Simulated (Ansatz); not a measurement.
Computed results, one entry a study.

## A low-energy model for MnS (Fm-3m): bands, U and J

The structure is cubic, space group Fm-3m (No. 225). Conventional cell: a = 5.209 Å, b = 5.209 Å, c = 5.209 Å, α = 90.00°, β = 90.00°, γ = 90.00°. Mn has 6 S at 2.60 Å nearest. S has 6 Mn at 2.60 Å nearest. Farther neighbours and most contacts between anions are not listed.

* method: DFT, PBE, plane waves, PAW (and 1 further level or step)
* program: Ansatz 0.2.0
* settings of one run: cutoff 420 eV, 12×12×12 k-mesh, smearing width 0.08 eV, default PAW, coordination {"Mn": "octahedral"}, magnetic state non-magnetic by constraint
* cost: 3 runs, 9.2 min in all on 4 threads of Arm Neoverse V1, shared host (the runs of this entry)
* notes: The database entry behind the starting cell differs from later determinations by our own check (an axis about 0.2 % short against later determinations). This run has no spin polarisation although its electron count is odd. The cell and positions come from the Crystallography Open Database and are kept as given unless a step says otherwise. The bands cross the Fermi level under this constraint, which need not be the crystal’s state: magnetic order, correlation or a lattice distortion may open a gap.
* Mn d: U 3.53 eV, U′ 2.57 eV, J 0.47 eV, bare V 18.1 eV
* Mn d + anion p: U 6.81 eV, U′ 5.65 eV, J 0.58 eV, bare V 20.8 eV
* method: constrained RPA on non-magnetic PBE, 6×6×6 mesh, static; search for lower states off

For Mn d, screening cuts the on-site interaction from 18.13 eV to 3.53 eV (19 %), while J goes only from 0.60 eV to 0.47 eV: the monopole is screened far more than the multipoles. U − 2J differs from U′ by +0.01 eV, so the Kanamori relation holds well.

[Runs of the session that timed out or met a known fault of the program may be left out.]

[Hosts, paths, dates, database ids (printed as entryN), source tags and the programs' standing remarks are cut or masked in the printed files.]
